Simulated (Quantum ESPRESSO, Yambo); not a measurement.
# SiO2 (Quartz): G0W0 in Yambo against the screening cutoff

Aim: move the screening cutoff of a G0W0 run on SiO2 (Quartz) over a wide range.

Main program and level: Yambo 5.3.0; LDA and many-body steps on it, plane waves.

### 1. The structure

The structure is trigonal, space group P3_121 (No. 152). The conventional cell has a = 4.916 Å, b = 4.916 Å, c = 5.409 Å, α = 90.00°, β = 90.00°, γ = 120.00°. Nearest to Si lie 4 O at 1.61 Å. Nearest to O lie 2 Si at 1.61 Å. Farther neighbours and most contacts between anions are not listed.

As a file:

```xyz
9
Lattice="4.9158 0.0000 0.0000 -2.4579 4.2572 0.0000 0.0000 0.0000 5.4091" Properties=species:S:1:pos:R:3 pbc="T T T"
Si    2.6068    0.0000    1.8030
Si   -1.3034    2.2576    3.6061
Si    1.1545    1.9996    0.0000
O    -0.2994    1.7633    4.7654
O     1.0805    3.1163    1.1594
O    -0.7811    3.6348    2.9624
O     1.6768    0.6224    0.6437
O     2.1585    2.4939    4.2497
O     3.5384    1.1409    2.4467
```

The cell and positions come from the Crystallography Open Database and are kept as given unless a step says otherwise.

### 2. 2 Ha

This step: Yambo 5.3.0; G0W0 on LDA, plane waves, norm-conserving pseudopotentials.

G0W0 replaces the xc potential by the self-energy, built once from these orbitals. Only a window of levels is corrected, while the sums run over the empty bands that the input names.

Contents of gw7.in:

```
HF_and_locXC
gw0
dyson
ppa
em1d
rim_cut
RandQpts= 1000000
RandGvec= 1 RL
EXXRLvcs= 72 Ry
VXCRLvcs= 288 Ry
Chimod= "HARTREE"
% BndsRnXp
 1 | 143 |
%
NGsBlkXp= 4 Ry
% LongDrXp
 1 | 1 | 1 |
%
% GbndRnge
 1 | 143 |
%
DysSolver= "n"
ExtendOut
PPAPntXp= 27.21138 eV
% QPkrange
 5 | 5 | 23 | 26 |
 1 | 1 | 23 | 26 |
%
```

The run is started by

```console
$ OMP_NUM_THREADS=2 mpirun -n 4 yambo -F gw7.in -J gw7 -C gw7 > gw7.log
```

What it wrote:

```text
 Yambo, version 5.3.0

 [02] CORE Variables Setup
 =========================

  [... cell, symmetries and grids as in the set-up ...]

  [02.05] Energies & Occupations
  ==============================

  [X] === General ===
  [X] Electronic Temperature                        :  0.000000  0.000000 [eV K]
  [X] Bosonic    Temperature                        :  0.000000  0.000000 [eV K]
  [X] Finite Temperature mode                       : no
  [X] El. density                                   :  0.42403E+24 [cm-3]
  [X] Fermi Level                                   :  2.172031 [eV]

  [X] === Gaps and Widths ===
  [X] Conduction Band Min                           :  5.801381 [eV]
  [X] Valence Band Max                              :  0.000000 [eV]
  [X] Filled Bands                                  :  24
  [X] Empty Bands                                   :    25   496
  [X] Direct Gap                                    :  6.125512 [eV]
  [X] Direct Gap localized at k                     :  1
  [X] Indirect Gap                                  :  5.801381 [eV]
  [X] Indirect Gap between kpts                     :   5   1
  [X] Last valence band width                       :  0.596912 [eV]
  [X] 1st conduction band width                     :  3.097079 [eV]

 [03] Transferred momenta grid and indexing
 ==========================================

 IBZ Q-points                                      :   8
 BZ  Q-points                                      :  18

 K/Q-points units:
 rlu = crystal or reduced units; cc = cartesian coordinates; iku = interal k-units

 Q [1]          [rlu]:  0.000000  0.000000  0.000000
 Q [2]          [rlu]:  0.000000  0.000000 -0.500000
 Q [3]          [rlu]:  0.72872E-17  0.33333       0.0000
 Q [4]          [rlu]:  0.72872E-17  0.33333     -0.50000
 Q [5]          [rlu]:  0.333333  0.333333  0.000000
 Q [6]          [rlu]:  0.333333  0.333333 -0.500000
 Q [7]          [rlu]: -0.333333  0.333333  0.000000
 Q [8]          [rlu]: -0.333333  0.333333 -0.500000

 [04] Coloumb potential Random Integration (RIM)
 ===============================================

  [04.01] RIM initialization
  ==========================

  * Diagonal components only detected *

  8 x (sBL volume)        :  0.144317 [a.u.]
  sBZ random points       :  1000000
  Points outside the sBZ  :   7993074
  RL volume               :  0.324712 [a.u.]
  Integrated volume       :  0.324994 [a.u.]

  [04.02] RIM integrals
  =====================

  Gamma point sphere radius             :  0.095146 [a.u.]
  Points outside the sphere             :   799469
  [Int_sBZ(q=0) 1/q^2]*(Vol_sBZ)^(-1/3) =:  7.664728
                                 should be <:  7.795600

  Summary of Coulomb integrals for non-metallic bands |Q|[au] RIM/Bare

  Q [1] 0.100000E-4 0.983212 * Q [7] 0.260336 1.012284
  Q [3] 0.260336 1.012215 * Q [2] 0.307345 1.138708
  Q [8] 0.402785 1.065434 * Q [4] 0.402785 1.065353
  Q [5] 0.450916 1.007191 * Q [6] 0.545698 1.021740

 [WARNING] [Xp] User bands 1-143 break level degeneracy

 [05] Dipoles
 ============

  [05.01] Setup: observables and procedures
  =========================================

  [WARNING] [x,Vnl] slows the Dipoles computation. To neglect it rename the ns.kb_pp file

 [06] Dynamic Dielectric Matrix (PPA)
 ====================================

 [WR./gw7//ndb.pp]---------------------------------------------------------------
  Brillouin Zone Q/K grids (IBZ/BZ)                :   8  18   8  18
  RL vectors                                       :   9395 [WF]
  Coulomb cutoff potential                         : none
  Electronic Temperature                           :  0.000000 [K]
  Bosonic    Temperature                           :  0.000000 [K]
  PPA    diel. fun.  energies                      : Slater exchange(X)+Perdew & Wang(C)
  wavefunctions                                    : Slater exchange(X)+Perdew & Wang(C)
  Global Gauge                                     : length
  X matrix size                                    :  109
  X band range                                     :    1  143
  X e/h energy range                               : -1.000000 -1.000000 [eV]
  X Time ordering                                  : R
  X Hxc Kernel                                     : HARTREE
  X Drude frequency                                :  0.000000  0.000000
  X poles                                          :  100.0000 [o/o]
  RL vectors in the sum                            :   9395
  [r,Vnl] included                                 : yes
  Field direction                                  :  0.577350E-5  0.577350E-5  0.577350E-5
  BZ energy Double Grid                            : no
  BZ energy DbGd points                            : 0
  BZ Q point size factor                           : -1.000000
  X Optical Averaged directions                    : none

 [07] Local Exchange-Correlation + Non-Local Fock
 ================================================

 [VXC] Plane waves :   63145
 [EXS] Plane waves :   7959

 QP @ state[ 1 ] K range:  1  1
 QP @ state[ 1 ] b range:  23  26
 QP @ state[ 2 ] K range:   5   5
 QP @ state[ 2 ] b range:  23  26

 [xc] Functional : Slater exchange(X)+Perdew & Wang(C)
 [xc] LIBXC used to calculate xc functional
  PP Number of Atomic Species                      :  2
  NLCC RL compoments                               :   63145
  PP Number of Atomic Species                      :  2
  NLCC RL compoments                               :   63145

 [xc] E_xc :  -24.88628 [Ha]
      E_xc :  -49.77257 [Ry]

  Local XC kind (lXC) : Slater exchange(X)+Perdew & Wang(C)
  Non-Local XC kind (nlXC) : Hartree-Fock

  Corrections @ K [1] :  [eV]
 <23|nlXC|23> = -25.06676 -0.10616E-16 <23|lXC|23> = -19.28077  0.000000
 <24|nlXC|24> = -25.06525  0.62421E-17 <24|lXC|24> = -19.28077  0.18882E-15
 <25|nlXC|25> = -6.490479  0.58136E-18 <25|lXC|25> = -11.30930  0.94408E-16
 <26|nlXC|26> = -5.316468 -0.32102E-18 <26|lXC|26> = -10.83372 -0.18882E-15

  Corrections @ K [5] :  [eV]
 <23|nlXC|23> = -25.37552  0.55745E-17 <23|lXC|23> = -19.49813  0.18882E-15
 <24|nlXC|24> = -25.61635  0.25577E-16 <24|lXC|24> = -19.84006  0.18882E-15
 <25|nlXC|25> = -7.117990  0.29237E-18 <25|lXC|25> = -12.56942 -0.94408E-16
 <26|nlXC|26> = -7.118703  0.20339E-18 <26|lXC|26> = -12.56942 -0.94408E-16

 [08] Dyson equation: Newton solver
 ==================================

  [08.01] G0W0 (W PPA)
  ====================

  [  GW  ] Bands range     :    1  143
  [GW/PPA] G damping       :  0.100000 [eV]

  QP @ state[ 1 ] K range:  1  1
  QP @ state[ 1 ] b range:  23  26
  QP @ state[ 2 ] K range:   5   5
  QP @ state[ 2 ] b range:  23  26

   Sc/G bands                                       :    1  143
   Sc/G damping                                     :  0.100000 ev
   Sc bands terminator                              : no
   Sx RL components                                 :   7959

   QP @ state[ 1 ] K range                          :  1  1
   QP @ state[ 1 ] b range                          :  23  26
   QP @ state[ 2 ] K range                          :   5   5
   QP @ state[ 2 ] b range                          :  23  26
   GF energies kind                                 : Slater exchange(X)+Perdew & Wang(C)
   GF WF`s kind                                     : Slater exchange(X)+Perdew & Wang(C)
   Xs energies kind                                 : Slater exchange(X)+Perdew & Wang(C)
   Xs WF`s kind                                     : Slater exchange(X)+Perdew & Wang(C)

 [11] Game Over & Game summary
```

The job ended after 33 s (4 MPI ranks of Arm Neoverse V1, shared host; peak memory 2.3 GiB; 4 min of CPU time).

This step gave:

```yaml
g0w0_gap_on_the_points_computed: 8.666 eV
starting_gap_on_the_mesh: 5.801 eV
k_of_the_valence_top: 0.3333, 0.3333, 0
k_of_the_conduction_bottom: 0, 0, 0
least_direct_g0w0_gap_on_the_computed_points: 9.058 eV
z_at_the_valence_top: 0.8298
z_at_the_conduction_bottom: 0.8767
```

The gap on the mesh goes from 5.80 eV to 8.67 eV, a correction of +2.86 eV.

### 3. 3 Ha

gw8.in, as its differences from gw7.in of step 2:

```diff
@@ -14,3 +14,3 @@
 %
-NGsBlkXp= 4 Ry
+NGsBlkXp= 6 Ry
 % LongDrXp
```

The run is started by

```console
$ OMP_NUM_THREADS=2 mpirun -n 4 yambo -F gw8.in -J gw8 -C gw8 > gw8.log
```

What it wrote:

```text
 Yambo, version 5.3.0

 [02] CORE Variables Setup
 =========================

  [... cell, symmetries and grids as in the set-up ...]

  [02.05] Energies & Occupations
  ==============================

  [X] === General ===
  [X] Electronic Temperature                        :  0.000000  0.000000 [eV K]
  [X] Bosonic    Temperature                        :  0.000000  0.000000 [eV K]
  [X] Finite Temperature mode                       : no
  [X] El. density                                   :  0.42403E+24 [cm-3]
  [X] Fermi Level                                   :  2.172031 [eV]

  [X] === Gaps and Widths ===
  [X] Conduction Band Min                           :  5.801381 [eV]
  [X] Valence Band Max                              :  0.000000 [eV]
  [X] Filled Bands                                  :  24
  [X] Empty Bands                                   :    25   496
  [X] Direct Gap                                    :  6.125512 [eV]
  [X] Direct Gap localized at k                     :  1
  [X] Indirect Gap                                  :  5.801381 [eV]
  [X] Indirect Gap between kpts                     :   5   1
  [X] Last valence band width                       :  0.596912 [eV]
  [X] 1st conduction band width                     :  3.097079 [eV]

 [03] Transferred momenta grid and indexing
 ==========================================

 IBZ Q-points                                      :   8
 BZ  Q-points                                      :  18

 K/Q-points units:
 rlu = crystal or reduced units; cc = cartesian coordinates; iku = interal k-units

 Q [1]          [rlu]:  0.000000  0.000000  0.000000
 Q [2]          [rlu]:  0.000000  0.000000 -0.500000
 Q [3]          [rlu]:  0.72872E-17  0.33333       0.0000
[...]
[xc] LIBXC used to calculate xc functional
  PP Number of Atomic Species                      :  2
  NLCC RL compoments                               :   63145
  PP Number of Atomic Species                      :  2
  NLCC RL compoments                               :   63145

 [xc] E_xc :  -24.88628 [Ha]
      E_xc :  -49.77257 [Ry]

  Local XC kind (lXC) : Slater exchange(X)+Perdew & Wang(C)
  Non-Local XC kind (nlXC) : Hartree-Fock

  Corrections @ K [1] :  [eV]
 <23|nlXC|23> = -25.06676 -0.10616E-16 <23|lXC|23> = -19.28077  0.000000
 <24|nlXC|24> = -25.06525  0.62421E-17 <24|lXC|24> = -19.28077  0.18882E-15
 <25|nlXC|25> = -6.490479  0.58136E-18 <25|lXC|25> = -11.30930  0.94408E-16
[...]
Corrections @ K [5] :  [eV]
[...]
<25|nlXC|25> = -7.117990  0.29237E-18 <25|lXC|25> = -12.56942 -0.94408E-16
 <26|nlXC|26> = -7.118703  0.20339E-18 <26|lXC|26> = -12.56942 -0.94408E-16

 [08] Dyson equation: Newton solver
 ==================================

  [08.01] G0W0 (W PPA)
  ====================

  [  GW  ] Bands range     :    1  143
  [GW/PPA] G damping       :  0.100000 [eV]

  QP @ state[ 1 ] K range:  1  1
  QP @ state[ 1 ] b range:  23  26
  QP @ state[ 2 ] K range:   5   5
  QP @ state[ 2 ] b range:  23  26

   Sc/G bands                                       :    1  143
   Sc/G damping                                     :  0.100000 ev
   Sc bands terminator                              : no
   Sx RL components                                 :   7959

   QP @ state[ 1 ] K range                          :  1  1
   QP @ state[ 1 ] b range                          :  23  26
   QP @ state[ 2 ] K range                          :   5   5
   QP @ state[ 2 ] b range                          :  23  26
   GF energies kind                                 : Slater exchange(X)+Perdew & Wang(C)
   GF WF`s kind                                     : Slater exchange(X)+Perdew & Wang(C)
   Xs energies kind                                 : Slater exchange(X)+Perdew & Wang(C)
   Xs WF`s kind                                     : Slater exchange(X)+Perdew & Wang(C)

 [11] Game Over & Game summary
```

It took 41 s on 4 MPI ranks; peak memory 2.3 GiB.

This step gave:

* G0W0 gap on the points computed: 8.682 eV
* starting gap on the mesh: 5.801 eV
* k of the valence top: 0.3333, 0.3333, 0
* k of the conduction bottom: 0, 0, 0
* least direct G0W0 gap on the computed points: 9.057 eV
* Z at the valence top: 0.8229
* Z at the conduction bottom: 0.8737

Against the run before, the gap moves by +0.016 eV.

### 4. 6 Ha

gw9.in, as its differences from gw8.in of step 3:

```diff
@@ -14,3 +14,3 @@
 %
-NGsBlkXp= 6 Ry
+NGsBlkXp= 12 Ry
 % LongDrXp
```

The run is started by

```console
$ OMP_NUM_THREADS=2 mpirun -n 4 yambo -F gw9.in -J gw9 -C gw9 > gw9.log
```

What it wrote:

```text
 Yambo, version 5.3.0

 [02] CORE Variables Setup
 =========================

  [... cell, symmetries and grids as in the set-up ...]

  [02.05] Energies & Occupations
  ==============================

  [X] === General ===
  [X] Electronic Temperature                        :  0.000000  0.000000 [eV K]
  [X] Bosonic    Temperature                        :  0.000000  0.000000 [eV K]
  [X] Finite Temperature mode                       : no
  [X] El. density                                   :  0.42403E+24 [cm-3]
[...]
Sx RL components                                 :   7959

   QP @ state[ 1 ] K range                          :  1  1
   QP @ state[ 1 ] b range                          :  23  26
   QP @ state[ 2 ] K range                          :   5   5
   QP @ state[ 2 ] b range                          :  23  26
   GF energies kind                                 : Slater exchange(X)+Perdew & Wang(C)
   GF WF`s kind                                     : Slater exchange(X)+Perdew & Wang(C)
   Xs energies kind                                 : Slater exchange(X)+Perdew & Wang(C)
   Xs WF`s kind                                     : Slater exchange(X)+Perdew & Wang(C)

 [11] Game Over & Game summary
```

Wall time 2.6 min (4 MPI ranks); peak memory 2.3 GiB; 20 min of CPU time.

This step gave:

* G0W0 gap on the points computed: 8.745 eV
* starting gap on the mesh: 5.801 eV
* k of the valence top: 0.3333, 0.3333, 0
* k of the conduction bottom: 0, 0, 0
* least direct G0W0 gap on the computed points: 9.124 eV

Against the run before, the gap moves by +0.063 eV.

### 5. 7.5 Ha

gw10.in, as its differences from gw9.in of step 4:

```diff
@@ -14,3 +14,3 @@
 %
-NGsBlkXp= 12 Ry
+NGsBlkXp= 15 Ry
 % LongDrXp
```

The run is started by

```console
$ OMP_NUM_THREADS=2 mpirun -n 4 yambo -F gw10.in -J gw10 -C gw10 > gw10.log
```

What it wrote:

```text
 Yambo, version 5.3.0

 [02] CORE Variables Setup
 =========================

  [... cell, symmetries and grids as in the set-up ...]

  [02.05] Energies & Occupations
  ==============================

  [X] === General ===
  [X] Electronic Temperature                        :  0.000000  0.000000 [eV K]
  [X] Bosonic    Temperature                        :  0.000000  0.000000 [eV K]
  [X] Finite Temperature mode                       : no
  [X] El. density                                   :  0.42403E+24 [cm-3]
[...]
Sx RL components                                 :   7959

   QP @ state[ 1 ] K range                          :  1  1
   QP @ state[ 1 ] b range                          :  23  26
   QP @ state[ 2 ] K range                          :   5   5
   QP @ state[ 2 ] b range                          :  23  26
   GF energies kind                                 : Slater exchange(X)+Perdew & Wang(C)
   GF WF`s kind                                     : Slater exchange(X)+Perdew & Wang(C)
   Xs energies kind                                 : Slater exchange(X)+Perdew & Wang(C)
   Xs WF`s kind                                     : Slater exchange(X)+Perdew & Wang(C)

 [11] Game Over & Game summary
```

Wall time 4.7 min (4 MPI ranks); peak memory 2.4 GiB.

Numbers from this step:

```yaml
g0w0_gap_on_the_points_computed: 8.748 eV
starting_gap_on_the_mesh: 5.801 eV
k_of_the_valence_top: 0.3333, 0.3333, 0
k_of_the_conduction_bottom: 0, 0, 0
least_direct_g0w0_gap_on_the_computed_points: 9.127 eV
```

Against the run before, the gap moves by +0.003 eV.

### 6. 9.5 Ha

gw11.in, as its differences from gw10.in of step 5:

```diff
@@ -14,3 +14,3 @@
 %
-NGsBlkXp= 15 Ry
+NGsBlkXp= 19 Ry
 % LongDrXp
```

The run is started by

```console
$ OMP_NUM_THREADS=2 mpirun -n 4 yambo -F gw11.in -J gw11 -C gw11 > gw11.log
```

What it wrote:

```text
 Yambo, version 5.3.0

 [02] CORE Variables Setup
 =========================

  [... cell, symmetries and grids as in the set-up ...]

  [02.05] Energies & Occupations
  ==============================

  [X] === General ===
  [X] Electronic Temperature                        :  0.000000  0.000000 [eV K]
  [X] Bosonic    Temperature                        :  0.000000  0.000000 [eV K]
  [X] Finite Temperature mode                       : no
  [X] El. density                                   :  0.42403E+24 [cm-3]
[...]
Sx RL components                                 :   7959

   QP @ state[ 1 ] K range                          :  1  1
   QP @ state[ 1 ] b range                          :  23  26
   QP @ state[ 2 ] K range                          :   5   5
   QP @ state[ 2 ] b range                          :  23  26
   GF energies kind                                 : Slater exchange(X)+Perdew & Wang(C)
   GF WF`s kind                                     : Slater exchange(X)+Perdew & Wang(C)
   Xs energies kind                                 : Slater exchange(X)+Perdew & Wang(C)
   Xs WF`s kind                                     : Slater exchange(X)+Perdew & Wang(C)

 [11] Game Over & Game summary
```

Run time: 8.6 min. Hardware: 4 MPI ranks; peak memory 2.3 GiB.

Numbers from this step:

```yaml
g0w0_gap_on_the_points_computed: 8.750 eV
starting_gap_on_the_mesh: 5.801 eV
k_of_the_valence_top: 0.3333, 0.3333, 0
k_of_the_conduction_bottom: 0, 0, 0
least_direct_g0w0_gap_on_the_computed_points: 9.129 eV
```

Against the run before, the gap moves by +0.002 eV.

### 7. Side by side

Times are wall times on 4 MPI ranks of Arm Neoverse V1, shared host, good to a factor of about two.

| run | mesh | bands | screening cutoff (eV) | DFT gap (eV) | gap on the mesh (eV) | direct (eV) | time |
| --- | --- | --- | --- | --- | --- | --- | --- |
| 2 Ha | 3×3×2 | 143 | 54.4 | 5.801 | 8.666 | 9.058 | 33 s |
| 3 Ha | 3×3×2 | 143 | 81.6 | 5.801 | 8.682 | 9.057 | 41 s |
| 6 Ha | 3×3×2 | 143 | 163.3 | 5.801 | 8.745 | 9.124 | 2.6 min |
| 7.5 Ha | 3×3×2 | 143 | 204.1 | 5.801 | 8.748 | 9.127 | 4.7 min |
| 9.5 Ha | 3×3×2 | 143 | 258.5 | 5.801 | 8.750 | 9.129 | 8.6 min |

### 8. Outcome

| Property | Result |
| --- | --- |
| 2 Ha | 8.666 eV |
| 3 Ha | 8.682 eV |
| 6 Ha | 8.745 eV |
| 7.5 Ha | 8.748 eV |
| 9.5 Ha | 8.750 eV |
| known limits | not at the basis limit; coarse k mesh |

**Reading.** The setting moved: screening cutoff. From 2 Ha to 9.5 Ha the gap moves by +0.08 eV, for 15 times the time. It holds to 0.03 eV from 6 Ha on. Bands and screening cutoff are coupled, so a series along one setting does not show full convergence. Bands and cutoff are finite, so the gap is not at the basis limit. The miss can reach some tenths of an eV and take either sign; the mesh is an error of its own. In the G0W0 runs levels were corrected at 2 k points alone, so a gap called «on the mesh» is the least over those, and an edge elsewhere would be missed. The 3×3×2 mesh is coarse for this cell, which bears on the long-range parts of exchange and screening.

[Paths, hosts, dates, memory and timing lines, banners, echoed tables and standing remarks are left out of the program output.]

[Logs are printed without paths, hosts, clocks, repeated set-up lines and the standing remarks that a program may print on its own settings, such as how far it seeks lower states.]

[Runs of the session that timed out or met a known fault of the program may be left out.]

[Hosts, paths, dates, database ids (printed as entryN), source tags and the programs' standing remarks are cut or masked in the printed files.]
